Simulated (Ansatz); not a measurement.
# LiF (Griceite, Fm-3m): zone-centre modes under pressure

Wanted: Grüneisen parameters and pressure coefficients of the modes of LiF (Griceite, Fm-3m).

Calculated with Ansatz 0.2.0; DFT PBE, scalar-relativistic, plane waves, PAW; PAW set soft_1.

### 1. Starting point

The structure is cubic, space group Fm-3m (No. 225). The conventional cell has a = 4.028 Å, b = 4.028 Å, c = 4.028 Å, α = 90.00°, β = 90.00°, γ = 90.00°. Nearest to Li lie 6 F at 2.01 Å. F has 6 Li at 2.01 Å nearest. Farther neighbours and most contacts between anions are not listed.

Structure file:

```cif
data_structure
_symmetry_space_group_name_H-M 'Fm-3m'
_symmetry_Int_Tables_number 225
_cell_length_a 4.0280
_cell_length_b 4.0280
_cell_length_c 4.0280
_cell_angle_alpha 90.000
_cell_angle_beta 90.000
_cell_angle_gamma 90.000
_cell_volume 65.35
loop_
_atom_site_label
_atom_site_type_symbol
_atom_site_symmetry_multiplicity
_atom_site_Wyckoff_symbol
_atom_site_fract_x
_atom_site_fract_y
_atom_site_fract_z
_atom_site_occupancy
Li1 Li 4 a 0.00000 0.00000 0.00000 1
F1 F 4 b 0.50000 0.00000 0.00000 1
```

### 2. Bringing the structure to rest

Harmonic phonons are second derivatives at a point where the forces vanish, and they are wanted at zero stress, so atoms and cell are relaxed first.

input.yaml reads:

```yaml
crystal:
  lattice:
    - [0.0, 2.014, 2.014]
    - [2.014, 0.0, 2.014]
    - [2.014, 2.014, 0.0]
  atoms:
    - { symbol: Li, position: [0.0, 0.0, 0.0] }
    - { symbol: F, position: [0.5, 0.5, 0.5] }
kpoints:
  mp_grid: { grid: [10, 10, 10] }
hamiltonian:
  xc: pbe
  pseudopotentials: { kind: paw, azcp: { folder: soft_1 } }
scf:
  occupations: { method: gaussian, width: 0.02 }
output:
  forces: true
  stress: true
  eigenvalues: true
relax:
  adjacent_minimum: "off"
  f_tol: 0.005
  max_steps: 80
  cell: { stress_tol: 0.05 }
```

Command:

```sh
$ ansatz run input.yaml --threads 4 --pin off --max-ram 10240MiB --backend cpu --events-out ev --progress --plain --runs-dir out
```

Numbers of over 12 decimals in the logs are rounded to 6 here.

What it wrote:

```text
Engine: ansatz 0.2.0, x86_64-unknown-linux-gnu
Pseudopotentials: kind: paw
Pseudopotential: Li, paw, valence charge 3, recommended cutoff 420 eV (normal), soft_1/Li.paw.azcp
Pseudopotential: F, paw, valence charge 7, recommended cutoff 420 eV (normal), soft_1/F.paw.azcp
Functional definition: PBE
  parameter kappa = 0.804
  parameter beta = 0.066725
  exchange = pbe_x(kappa = kappa, mu = beta*pi^2/3)
  correlation = pbe_c(beta = beta)
Crystal: 2 atoms, lattice volume = 16.338 Å³
Basis set: ecut = 420 eV, 331 PW (Γ), exchange–correlation on 40×40×40 points (8 copies of the dense FFT grid, shifted against one another)
Bands: 9, of which v1, the nominal top of the filled ones, is band 5 counted from 1 (4 counted from 0)
Symmetry: 48 space group operations
Space group: Fm-3m (ITA 225), of the structure as read, at distance tolerance 2.5e-5 Å
k-points: 47 of 1000
Non-local potential: Li, projectors of the file, l = 0: 3, l = 1: 2, l = 2: 1
Non-local potential: F, projectors of the file, l = 0: 2, l = 1: 2, l = 2: 1
PAW form: soft (Blöchl's): semilocal exchange-correlation on the pseudo side does not see the compensation charge
PAW one-centre angular grid: Li, 110 points (default); XC on 96 Gauss nodes
PAW one-centre angular grid: F, 110 points (default); XC on 64 Gauss nodes
Initial density: superposition of atomic densities (chi_scale 0.1, normalization cell, long waves kept (reshape's long-wave potential 0.00 eV rms))
Initial wavefunctions: pseudopotential atomic-orbital guess
Functional: x = pbe(κ = 0.804, μ = 0.219515), c = pbe(β = 0.066725)
SCF iter   1: F=—  HF=-1016.038137 eV  |F-HF|=—  |Δ(HF+E_count)|=         —  Δρ=5.91e-2  dr2=2.99e-1  ethr=3.10e-3  ⟨swp⟩=5.4  Hψ=2604  notcnv=0
preconditioner: auto → none  [insulator: Δε(μ)=8.253 eV  Ē_g=21.871 eV  σ=0.020 eV  W_gap=1.00  n_scr=0 (ndim 8)  ℏωp=26.0 eV  f_vac=0.000  D(μ)=0.00/eV (n_scr^D=0)  ε∞_Penn≈2.4]
SCF iter   2: F=—  HF=-1016.138342 eV  |F-HF|=—  |Δ(HF+E_count)|=   1.00e-1  Δρ=3.12e-2  dr2=7.82e-2  ethr=2.99e-3  ⟨swp⟩=2.0  Hψ=987  notcnv=0
SCF iter   3: F=—  HF=-1016.177857 eV  |F-HF|=—  |Δ(HF+E_count)|=   3.95e-2  Δρ=1.76e-2  dr2=2.52e-2  ethr=7.82e-4  ⟨swp⟩=2.0  Hψ=798  notcnv=0
SCF iter   4: F=—  HF=-1016.173087 eV  |F-HF|=—  |Δ(HF+E_count)|=   4.77e-3  Δρ=1.24e-3  dr2=1.53e-4  ethr=2.52e-4  ⟨swp⟩=2.4  Hψ=741  notcnv=0
SCF iter   5: F=—  HF=-1016.173259 eV  |F-HF|=—  |Δ(HF+E_count)|=   1.72e-4  Δρ=8.03e-5  dr2=3.38e-7  ethr=1.53e-6  ⟨swp⟩=2.6  Hψ=808  notcnv=0
SCF iter   6: F=—  HF=-1016.173209 eV  |F-HF|=—  |Δ(HF+E_count)|=   4.99e-5  Δρ=1.31e-5  dr2=1.31e-8  ethr=1.00e-9  ⟨swp⟩=5.0  Hψ=2048  notcnv=0
SCF iter   7: F=-1016.173209 eV  HF=-1016.173209 eV  |F-HF|=7.92e-10  |Δ(HF+E_count)|=   1.88e-8  Δρ=2.34e-6  dr2=2.89e-10  ethr=1.31e-10  ⟨swp⟩=1.1  Hψ=1317  notcnv=0
SCF 1 converged in 7 iterations: F = -1016.173209 eV  dr2 = 2.89e-10
  greatest PAW one-centre occupation: 1.000 electrons in one spin orbital (limit 2), on the Li atom at site 0 (counted from 0), in its partial waves of l = 0
relax step   1: F+E_penalty+E_count = -1016.17320871 eV  Δ(F+E_penalty+E_count) = +0.000e0 eV  max|allowed force component| = 9.348e-29 eV/Å  Δτ_max = 0.0000 Å  P = +2.071 GPa  Ω = 16.338 Å³  (7 SCF iters, dr2 threshold 1.00e-7 eV, accepted)
Crystal: 2 atoms, lattice volume = 16.483 Å³
Initial density: handed on by an earlier stage of this run
Initial wavefunctions: those handed on with the density
iter 1 solved again at ethr=2.72e-7 eV; its pass at ethr=3.10e-3 eV (dr2=2.72e-5 eV) is discarded
SCF iter   1: F=—  HF=-1016.174463 eV  |F-HF|=—  |Δ(HF+E_count)|=         —  Δρ=6.10e-4  dr2=2.57e-5  ethr=2.72e-7  ⟨swp⟩=2.0  Hψ=3398  notcnv=0
preconditioner: auto → none  [insulator: Δε(μ)=9.020 eV  Ē_g=22.601 eV  σ=0.020 eV  W_gap=1.00  n_scr=0 (ndim 8)  ℏωp=25.9 eV  f_vac=0.000  D(μ)=0.00/eV (n_scr^D=0)  ε∞_Penn≈2.3]
SCF iter   2: F=—  HF=-1016.174405 eV  |F-HF|=—  |Δ(HF+E_count)|=   5.79e-5  Δρ=1.87e-4  dr2=3.66e-6  ethr=2.57e-7  ⟨swp⟩=2.0  Hψ=564  notcnv=0
SCF iter   3: F=—  HF=-1016.174405 eV  |F-HF|=—  |Δ(HF+E_count)|=   5.92e-7  Δρ=1.15e-4  dr2=9.86e-7  ethr=3.66e-8  ⟨swp⟩=2.0  Hψ=545  notcnv=0
SCF iter   4: F=-1016.174405 eV  HF=-1016.174405 eV  |F-HF|=1.65e-8  |Δ(HF+E_count)|=   9.69e-8  Δρ=1.09e-5  dr2=9.31e-9  ethr=2.00e-9  ⟨swp⟩=2.1  Hψ=1400  notcnv=0
SCF 2 converged in 4 iterations: F = -1016.174405 eV  dr2 = 9.31e-9
relax step   2: F+E_penalty+E_count = -1016.17440491 eV  Δ(F+E_penalty+E_count) = -1.196e-3 eV  max|allowed force component| = 4.266e-29 eV/Å  Δτ_max = 0.0000 Å  P = +1.369 GPa  Ω = 16.483 Å³  energy of the carried Pulay correction = -3.494e-4 eV  (4 SCF iters, dr2 threshold 2.00e-7 eV, accepted)
Crystal: 2 atoms, lattice volume = 16.771 Å³
iter 1 solved again at ethr=1.01e-6 eV; its pass at ethr=3.10e-3 eV (dr2=1.01e-4 eV) is discarded
SCF iter   1: F=—  HF=-1016.175043 eV  |F-HF|=—  |Δ(HF+E_count)|=         —  Δρ=1.19e-3  dr2=9.78e-5  ethr=1.01e-6  ⟨swp⟩=2.0  Hψ=3403  notcnv=0
preconditioner: auto → none  [insulator: Δε(μ)=8.872 eV  Ē_g=22.417 eV  σ=0.020 eV  W_gap=1.00  n_scr=0 (ndim 8)  ℏωp=25.6 eV  f_vac=0.000  D(μ)=0.00/eV (n_scr^D=0)  ε∞_Penn≈2.3]
SCF iter   2: F=—  HF=-1016.174966 eV  |F-HF|=—  |Δ(HF+E_count)|=   7.72e-5  Δρ=3.71e-4  dr2=1.44e-5  ethr=9.78e-7  ⟨swp⟩=2.0  Hψ=564  notcnv=0
SCF iter   3: F=—  HF=-1016.174964 eV  |F-HF|=—  |Δ(HF+E_count)|=   1.98e-6  Δρ=2.28e-4  dr2=3.93e-6  ethr=1.44e-7  ⟨swp⟩=2.0  Hψ=542  notcnv=0
SCF iter   4: F=-1016.174965 eV  HF=-1016.174965 eV  |F-HF|=6.81e-8  |Δ(HF+E_count)|=   4.50e-7  Δρ=2.16e-5  dr2=3.83e-8  ethr=2.00e-9  ⟨swp⟩=2.3  Hψ=1546  notcnv=0
SCF 3 converged in 4 iterations: F = -1016.174965 eV  dr2 = 3.83e-8
relax step   3: F+E_penalty+E_count = -1016.17496462 eV  Δ(F+E_penalty+E_count) = -5.597e-4 eV  max|allowed force component| = 7.424e-30 eV/Å  Δτ_max = 0.0000 Å  P = +0.035 GPa  Ω = 16.771 Å³  energy of the carried Pulay correction = -1.040e-3 eV  (4 SCF iters, dr2 threshold 2.00e-7 eV, accepted)
[...]
relax step   4: F+E_penalty+E_count = -1016.17610424 eV  Δ(F+E_penalty+E_count) = -1.140e-3 eV  max|allowed force component| = 1.218e-29 eV/Å  Δτ_max = 0.0000 Å  P = +0.198 GPa  Ω = 16.771 Å³  stress off target by 1.98e-1 GPa  SCF on the basis re-selected at this cell (its energy is not comparable with the rows above)  (5 SCF iters)
[...]
relax step   5: F+E_penalty+E_count = -1016.17602572 eV  Δ(F+E_penalty+E_count) = +7.852e-5 eV  max|allowed force component| = 1.003e-29 eV/Å  Δτ_max = 0.0000 Å  P = +0.019 GPa  Ω = 16.815 Å³  energy of the carried Pulay correction = -1.075e-4 eV  (3 SCF iters, dr2 threshold 9.77e-8 eV, accepted)
iter 1 solved again at ethr=4.89e-6 eV; its pass at ethr=3.10e-3 eV (dr2=4.89e-4 eV) is discarded
SCF iter   1: F=—  HF=-1016.176264 eV  |F-HF|=—  |Δ(HF+E_count)|=         —  Δρ=2.90e-5  dr2=5.95e-8  ethr=4.89e-6  ⟨swp⟩=1.9  Hψ=3471  notcnv=0
eigensolver tolerance schedule: the retry pair's looser diagonalisation over-reported the residual by 8211.84 of it (diagonalisation noise at an unbounded share of the residual, at the tolerance the schedule requests for it); recorded, not acted on — ethr = c·dr2/N_el stays at c = 1.0e-1
preconditioner: auto → none  [insulator: Δε(μ)=8.844 eV  Ē_g=22.384 eV  σ=0.020 eV  W_gap=1.00  n_scr=0 (ndim 8)  ℏωp=25.6 eV  f_vac=0.000  D(μ)=0.00/eV (n_scr^D=0)  ε∞_Penn≈2.3]
SCF iter   2: F=—  HF=-1016.176213 eV  |F-HF|=—  |Δ(HF+E_count)|=   5.16e-5  Δρ=1.57e-5  dr2=1.46e-8  ethr=5.95e-10  ⟨swp⟩=2.0  Hψ=658  notcnv=0
SCF iter   3: F=—  HF=-1016.176213 eV  |F-HF|=—  |Δ(HF+E_count)|=   2.25e-8  Δρ=4.18e-6  dr2=1.64e-9  ethr=1.46e-10  ⟨swp⟩=2.6  Hψ=661  notcnv=0
SCF iter   4: F=—  HF=-1016.176213 eV  |F-HF|=—  |Δ(HF+E_count)|=  2.24e-10  Δρ=1.34e-6  dr2=1.46e-10  ethr=1.64e-11  ⟨swp⟩=2.0  Hψ=596  notcnv=0
SCF iter   5: F=-1016.176213 eV  HF=-1016.176213 eV  |F-HF|=3.09e-11  |Δ(HF+E_count)|=  6.03e-12  Δρ=4.17e-7  dr2=5.75e-12  ethr=1.00e-12  ⟨swp⟩=5.0  Hψ=1413  notcnv=0
SCF 6 converged in 5 iterations: F = -1016.176213 eV  dr2 = 5.75e-12
relax step   6: F+E_penalty+E_count = -1016.17621259 eV  Δ(F+E_penalty+E_count) = -1.869e-4 eV  max|allowed force component| = 9.606e-30 eV/Å  Δτ_max = 0.0000 Å  P = +0.024 GPa  Ω = 16.815 Å³  stress off target by 2.37e-2 GPa  SCF on the basis re-selected at this cell (its energy is not comparable with the rows above)  (5 SCF iters)
basis re-selected at this cell: Δ(F+E_penalty+E_count) = -1.869e-4 eV, ΔP = +0.005 GPa vs the last step (what re-selecting the basis moved, of the pressure what is left beyond the Pulay correction that the steps carried, after the strain that the cell walked since its last selection, with what the two solves' SCF thresholds leave and, on support functions, any second-order correction that the steps lacked; it is no m [...]
SCF converged after 5 iterations
Free energy (F): -1016.176213 eV
Harris-Foulkes:  -1016.176213 eV  (|F-HF|=3.09e-11)
Internal energy: -1016.176213 eV  (E = F + TS)
E sigma→0 (E₀):  -1016.176213 eV
Fermi energy:    5.157552 eV
--- Per-component energies (eV) ---
  E_band       = -120.087394
  E_kinetic    = 215.875993
  E_local      = -661.830206  (includes V_loc(G=0)·N_el)
  E_nonlocal   = 67.633997
  E_hartree    = 230.366419
  E_xc         = -87.136963
  E_vxc        = -111.834319  (∫ρ·V_xc dr)
  E_paw        = -229.266344  (= ΣΔE_a)
  E_vpaw       = -90.666716  (= ΣTr[D̂ρ^β])
  E_aug_tail   = 0.001049  (compensation charges beyond the density's cutoff)
  E_ewald      = -551.820158
  E_smearing   = -0.000000  (= −TS)
  E_closure    = -0.000000  (closes the sum)
  Σ components = -1016.176213   (vs F -1016.176213, Δ=0.00e0)
--- Forces (eV/Å), atoms counted from 1 ---
  atom   1  Li    -0.00000000    -0.00000000    -0.00000000
  atom   2  F      0.00000000     0.00000000    -0.00000000
  max |Σ_I F_I| component: 1.87e-29 eV/Å
--- Stress (GPa, compression-positive) ---
        0.023700      -0.000000      -0.000000
       -0.000000       0.023700      -0.000000
       -0.000000       0.000000       0.023700
  P = ⅓ Tr σ = 0.0237 GPa (0.237 kbar)
--- Band table (eV; the first three rows and the last of 47) ---
  k-point 0: bands = ["-40.2235", "-19.1515", "0.7355", "0.7355", "0.7355", "9.5796", "24.3175", "24.3175", "24.3175"]
  k-point 1: bands = ["-40.2186", "-19.1147", "0.4565", "0.7138", "0.7138", "9.8731", "21.7485", "23.1273", "23.1273"]
  k-point 2: bands = ["-40.2057", "-19.0163", "-0.2101", "0.6584", "0.6584", "10.5353", "19.3108", "21.6760", "21.6760"]
  k-point 46: bands = ["-40.1578", "-18.5192", "-1.5358", "-0.9458", "-0.0491", "15.4387", "15.7888", "17.9046", "19.7192"]
--- Relaxed structure (4 steps of the walk, 4 accepted, 2 SCFs on fresh bases) ---
  F+E_penalty+E_count = -1016.17621259 eV   max|allowed force component| = 9.606e-30 eV/Å   (the final SCF, on the basis selected at the relaxed cell)
  cell:  # Å, volume = 16.8145 Å³
    - [0, 2.033378, 2.033378]
    - [2.033378, 0, 2.033378]
    - [2.033378, 2.033378, 0]
  atoms:
    - { symbol: Li, position: [0, 0, 0] }
    - { symbol: F, position: [0.5, 0.5, 0.5] }
```

The job ended after 1.6 s (4 threads of Intel Xeon Platinum 8375C at 2.90GHz (Ice Lake), shared host; peak memory 0.33 GiB).

The steps of the relaxation:

```csv
step,energy less that of the first step (eV),largest force component (eV/Å),pressure (GPa),volume (Å³)
1,0.0000,0.0000,2.07,16.34
2,-0.0012,0.0000,1.37,16.48
3,-0.0018,0.0000,0.04,16.77
4*,-0.0029,0.0000,0.20,16.77
5,-0.0028,0.0000,0.02,16.81
6*,-0.0030,0.0000,0.02,16.81
```

Relaxation steps marked * repeat the geometry before them on a plane-wave basis chosen anew for their cell, so energy and pressure can jump there.

Forces are held to the 48 operations that the run works with; a distortion that breaks them can't arise in this run.

```csv
"conventional cell, symmetrised",before,after,change
a (Å),4.028,4.067,+1.0 %
b (Å),4.028,4.067,+1.0 %
c (Å),4.028,4.067,+1.0 %
volume (Å³/atom),8.17,8.41,+2.9 %
```

The relaxed structure:

```cif
data_structure
_symmetry_space_group_name_H-M 'P 1'
_symmetry_Int_Tables_number 1
_cell_length_a 2.8756
_cell_length_b 2.8756
_cell_length_c 2.8756
_cell_angle_alpha 60.000
_cell_angle_beta 60.000
_cell_angle_gamma 60.000
_cell_volume 16.81
loop_
_atom_site_label
_atom_site_type_symbol
_atom_site_fract_x
_atom_site_fract_y
_atom_site_fract_z
_atom_site_occupancy
Li1 Li 0.00000 0.00000 0.00000 1
F2 F 0.50000 0.50000 0.50000 1
```

This step gave:

```yaml
pressure: 0.02370 GPa
gap_on_the_k_mesh: 8.844 eV
volume_per_atom: 8.407 Å³
```

In this step the volume went from 8.17 to 8.41 Å³/atom.

### 3. Tight relaxation

Phonons need small forces and stress, so the relaxation is finished with tight tolerances on 12×12×12 k points.

input.yaml, the sections that differ from step 2:

```yaml
crystal:
  lattice:
    - [0.0, 2.0333783958, 2.0333783958]
    - [2.0333783958, 0.0, 2.0333783958]
    - [2.0333783958, 2.0333783958, 0.0]
  atoms:
    - { symbol: Li, position: [0.0, 0.0, 0.0] }
    - { symbol: F, position: [0.5, 0.5, 0.5] }
kpoints:
  mp_grid: { grid: [12, 12, 12] }
scf:
  occupations: { method: fixed }
relax:
  adjacent_minimum: "off"
  f_tol: 0.001
  max_steps: 60
  cell: { stress_tol: 0.01 }
# hamiltonian, output: as in step 2
```

What it wrote:

```text
[...]
Crystal: 2 atoms, lattice volume = 16.815 Å³
Basis set: ecut = 420 eV, 331 PW (Γ), exchange–correlation on 40×40×40 points (8 copies of the dense FFT grid, shifted against one another)
Bands: 9, of which v1, the nominal top of the filled ones, is band 5 counted from 1 (4 counted from 0)
Symmetry: 48 space group operations
[...]
k-points: 72 of 1728
[...]
-0.000000       0.000000       0.002525
  P = ⅓ Tr σ = 0.0025 GPa (0.025 kbar)
--- Band table (eV; the first three rows and the last of 72) ---
[...]
--- Relaxed structure (3 steps of the walk, 3 accepted, 1 SCFs on fresh bases) ---
[...]
cell:  # Å, volume = 16.8202 Å³
    - [0, 2.033609, 2.033609]
    - [2.033609, 0, 2.033609]
    - [2.033609, 2.033609, 0]
  atoms:
    - { symbol: Li, position: [0, 0, 0] }
    - { symbol: F, position: [0.5, 0.5, 0.5] }
[key lines of the parts left out:]
SCF converged after 6 iterations
Free energy (F): -1016.176277 eV
Fermi energy:    0.733192 eV
```

Elapsed: 1.2 s, on 4 threads; peak memory 0.34 GiB.

Little changed from the start: no atom moved by 0.005 Å and no cell edge by 0.1 %.

Numbers from this step:

- pressure: 0.002525 GPa
- gap on the k-mesh: 8.841 eV
- volume per atom: 8.410 Å³

The forces vanish by symmetry and the pressure is 0.003 GPa, within the tolerances set. The cell now holds 8.41 Å³/atom.

(Part 1 of 3 ends here.)

[Logs are printed without paths, hosts, clocks, repeated set-up lines and the standing remarks that a program may print on its own settings, such as how far it seeks lower states.]

[Hosts, paths, dates, database ids (printed as entryN), source tags and the programs' standing remarks are cut or masked in the printed files.]
